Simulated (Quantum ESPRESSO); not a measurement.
# Gap and tunnelling decay at a withheld lattice constant: KSrBr3, cubic perovskite type

Method. Quantum ESPRESSO 7.5 (pw.x, pwcond.x with ikind = 0), PBE, GBRV ultrasoft, cubic crystals. κ is the slowest decay along [001] at mid-gap among three points across the current.

```
a (Å)  gap on the mesh (eV)  κ (1/Å)
5.603                 3.972    0.281
5.782                 3.855    0.288
5.961                 3.736    0.294
6.140                 3.612    0.298
```

One more run was made and is withheld. What are gap and κ at a = 6.318 Å?

**Fit.** A line through the rows at 5.961 and 6.140 Å gives a gap of 3.736 + 1.994 × (3.612 − 3.736) = 3.49 eV and κ = 0.302 1/Å. The two-band model κ = 0.5123 √(m* E_g/4) needs m* = 0.353 at 5.961 Å; with that mass and the new gap, κ = 0.284 1/Å.

**The withheld run.** The gap is 3.487 eV and κ = 0.301 1/Å. The line misses the gap by +0.002 eV and κ by +0.3 %; the two-band estimate misses κ by −5.6 %.

**Limits.** The structure type is imposed. Local and semilocal gaps and decay constants are too small; no spin-orbit coupling. For an indirect gap m* is a fitting number alone.

[Logs are printed without paths, hosts, clocks, repeated set-up lines and the standing remarks that a program may print on its own settings, such as how far it seeks lower states.]
